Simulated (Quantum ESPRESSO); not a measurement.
# ZnSe (Stilleite): a worked LO-TO splitting

Wanted: the LO mode of ZnSe (Stilleite) from the TO mode and the field response.

Main program and level: Quantum ESPRESSO 8.0 development, patched; DFT LDA, scalar-relativistic, plane waves, PseudoDojo norm-conserving pseudopotentials.

### Step 1. Set-up

The structure is cubic, space group F-43m (No. 216). Conventional cell: a = 5.566 Å, b = 5.566 Å, c = 5.566 Å, α = 90.00°, β = 90.00°, γ = 90.00°. Zn has 4 Se at 2.41 Å nearest. Nearest to Se lie 4 Zn at 2.41 Å. Farther neighbours and most contacts between anions are not listed.

Structure file:

```
Zn Se
1.0
    -2.78312    0.00000    2.78312
     0.00000    2.78312    2.78312
    -2.78312    2.78312    0.00000
Zn Se
1 1
Direct
  0.00000 0.00000 0.00000
  0.25000 0.25000 0.25000
```

This is the cell after its relaxation at this level of theory, not the database cell from which that began.

### Step 2. What the response run gave

A linear-response run on the relaxed cell, with the response to an electric field; only its zone-centre results are used. Cutoff 86 Ry, k mesh 8×8×8.

The log of the run:

```text
[banners, grids, parts of the stress and lines that vanish by symmetry left out]
Program PHONON v.8.0dev
     Dynamical matrices for q-points given in input
     (   1q-points):
[...]
Exchange-correlation= PW
                           (   1   4   0   0   0   0   0)
[...]
kinetic-energy cut-off    =      86.0000  Ry
     charge density cut-off    =     344.0000  Ry
     convergence threshold     =      1.0E-18
[...]
Exchange-correlation= PW
                           (   1   4   0   0   0   0   0)
[...]
q = (   0.0000000   0.0000000   0.0000000 )
     25 Sym.Ops. (with q -> -q+G )
     G cutoff =  482.0482  (  31283 G-vectors)     FFT grid: ( 45, 45, 45)
     number of k points=    29
[...]
Mode symmetry, T_d (-43m)  point group:
[...]
Dielectric constant
[...]
End of electric fields calculation
          Dielectric constant in cartesian axis
          (       8.235832797       0.000000000       0.000000000 )
          (       0.000000000       8.235832797      -0.000000000 )
          (       0.000000000      -0.000000000       8.235832797 )
          Effective charges (d Force / dE) in cartesian axis without acoustic sum rule applied (asr)
           atom    1  Zn    Mean Z*:        1.97734
      Ex  (        1.97734        0.00000        0.00000 )
      Ey  (        0.00000        1.97734       -0.00000 )
      Ez  (        0.00000       -0.00000        1.97734 )
           atom    2  Se    Mean Z*:       -2.02591
      Ex  (       -2.02591        0.00000       -0.00000 )
      Ey  (        0.00000       -2.02591        0.00000 )
      Ez  (       -0.00000        0.00000       -2.02591 )
          Effective charges Sum: Mean:       -0.04857
[...]
Effective charges (d Force / dE) in cartesian axis with asr applied:
           atom    1  Zn    Mean Z*:        2.00163
[...]
atom    2  Se    Mean Z*:       -2.00163
[...]
Dielectric constant from finite-differences
          (       8.234990700       0.000000000       0.000000000 )
          (       0.000000000       8.234990700       0.000000000 )
          (       0.000000000       0.000000000       8.234990700 )
[...]
(      -0.000000000      -0.000000000      -0.000000000 )
          (      -0.000000000      -0.000000000     -60.055666633 )
          (      -0.000000000     -60.055666633       0.000000000 )
          (      -0.000000000      -0.000000000     -60.055666633 )
          (       0.000000000       0.000000000      -0.000000000 )
          (     -60.055666633      -0.000000000       0.000000000 )
          (      -0.000000000     -60.055666633       0.000000000 )
          (     -60.055666633      -0.000000000       0.000000000 )
[...]
(      -0.000000000      -0.000000000      -0.000000000 )
          (      -0.411658825      -0.000000000       0.000000000 )
          (       0.000000000      -0.411658825       0.000000000 )
          (      -0.411658825       0.000000000       0.000000000 )
          (       0.000000000       0.000000000      -0.000000000 )
[...]
Representation #   1 modes #   1   2   3
[...]
End of self-consistent calculation
     Convergence has been achieved
     Representation #   2 modes #   4   5   6
[...]
End of self-consistent calculation
     Convergence has been achieved
[...]
Dielectric constant in cartesian axis
          (       8.235832797       0.000000000       0.000000000 )
          (       0.000000000       8.235832797      -0.000000000 )
          (       0.000000000      -0.000000000       8.235832797 )
          Effective charges (d Force / dE) in cartesian axis without acoustic sum rule applied (asr)
           atom    1  Zn    Mean Z*:        1.97734
      Ex  (        1.97734        0.00000        0.00000 )
      Ey  (        0.00000        1.97734       -0.00000 )
      Ez  (        0.00000       -0.00000        1.97734 )
           atom    2  Se    Mean Z*:       -2.02591
      Ex  (       -2.02591        0.00000       -0.00000 )
      Ey  (        0.00000       -2.02591        0.00000 )
      Ez  (       -0.00000        0.00000       -2.02591 )
          Effective charges Sum: Mean:       -0.04857
[...]
Effective charges (d Force / dE) in cartesian axis with asr applied:
           atom    1  Zn    Mean Z*:        2.00163
[...]
atom    2  Se    Mean Z*:       -2.00163
[...]
q = (    0.000000000   0.000000000   0.000000000 )
[...]
freq (    1) =      -0.017005 [THz] =      -0.567233 [cm-1]
     freq (    2) =      -0.017005 [THz] =      -0.567233 [cm-1]
     freq (    3) =      -0.017005 [THz] =      -0.567233 [cm-1]
     freq (    4) =       6.556854 [THz] =     218.713092 [cm-1]
     freq (    5) =       6.556854 [THz] =     218.713092 [cm-1]
     freq (    6) =       6.556854 [THz] =     218.713092 [cm-1]
[...]
Mode symmetry, T_d (-43m)  point group:
     freq (   1-   3) =         -0.6  [cm-1]   --> T_2  G_15 P_4   I+R
     freq (   4-   6) =        218.7  [cm-1]   --> T_2  G_15 P_4   I+R

   JOB DONE.
```

```
                       quantity   value
             cell volume Ω (Å³)  43.115
                 mass of Zn (u)  65.380
                 mass of Se (u)  78.971
     Born charge of Zn, raw (e)   1.977
     Born charge of Se, raw (e)  -2.026
                             ε∞   8.236
ω(TO) after the sum rule (cm⁻¹)   218.7
```

### Step 3. The calculation

The charges must sum to zero over the cell; taking off their mean, -0.024 e, leaves Z* = 2.002 e on Zn. In the polar mode Zn moves against Se, so the reduced mass is μ = 65.38 × 78.97 / 144.35 = 35.768 u.

A longitudinal wave builds up a field that adds to the restoring force: ω(LO)² = ω(TO)² + 4π Z*² / (μ Ω ε∞), in Hartree atomic units. With μ = 65201 electron masses and Ω = 290.95 bohr³ the second term is 3.2224e-07 Ha², or 15522 cm⁻² (1 Ha = 219474.6 cm⁻¹).

So ω(LO) = √(47834 + 15522) = 251.7 cm⁻¹, and by the Lyddane-Sachs-Teller relation ε₀ = ε∞ (ω(LO)/ω(TO))² = 10.91.

### Step 4. Check against the program

The analysis program adds the same non-analytic term to the full matrix, here for q along (1 0 0).

The log of the run:

```text
[banner, memory and clock lines left out]
Program DYNMAT v.8.0dev

     Reading Dynamical Matrix from file g.dyn
     ...Force constants read
     ...epsilon and Z* read
     ...Raman cross sections read

     Polarizability (A^3 units)
     multiply by 0.293088 for Clausius-Mossotti correction (not under assume_isolated = 'mt')
        24.825885    0.000000    0.000000
         0.000000   24.825885   -0.000000
         0.000000   -0.000000   24.825885

     IR activities are in (D/A)^2/amu units
     Raman activities are in A^4/amu units
     multiply Raman by 0.007379 for Clausius-Mossotti correction (not under assume_isolated = 'mt')

# mode   [cm-1]    [THz]      IR          Raman   depol.fact
    1     -0.00   -0.0000    0.0000         0.0009    0.7500
    2      0.00    0.0000    0.0000         0.0009    0.7500
    3      0.00    0.0000    0.0000         0.0009    0.7500
    4    218.71    6.5568    2.5843         4.0472    0.7500
    5    218.71    6.5568    2.5843         4.0472    0.7500
    6    251.71    7.5461    2.5843         4.0472    0.7500
```

ε₀ comes from the program's run without a direction of q.

```
    quantity  by hand  program
ω(LO) (cm⁻¹)    251.7    251.7
          ε₀    10.91    10.91
```

### Step 5. Results

```yaml
to_mode: 218.7 cm⁻¹
lo_mode: 251.7 cm⁻¹
static_dielectric_constant: 10.91
```

What this shows: The LO mode of ZnSe (Stilleite) lies at 252 cm⁻¹, 33 cm⁻¹ above the TO mode; the formula meets the program within 0.1 cm⁻¹, as it must for a cubic crystal with one polar mode. ω(LO)² − ω(TO)² goes with Z*²/ε∞: an error of 5 % in ε∞ would move the LO mode by 1.5 cm⁻¹, and semilocal functionals tend to overestimate ε∞. The raw charges miss their sum by 0.049 e, a sign that the k mesh is short for the field response, so ε∞ may be some per cent too high. These are harmonic values at zero temperature, at the volume of this functional, for the structure held cubic; stability elsewhere in the zone is no part of this calculation.

[Host names and launcher messages were left out of these logs when they were recorded.]

[Logs are printed without paths, hosts, clocks, repeated set-up lines and the standing remarks that a program may print on its own settings, such as how far it seeks lower states.]

[Hosts, paths, dates, database ids (printed as entryN), source tags and the programs' standing remarks are cut or masked in the printed files.]
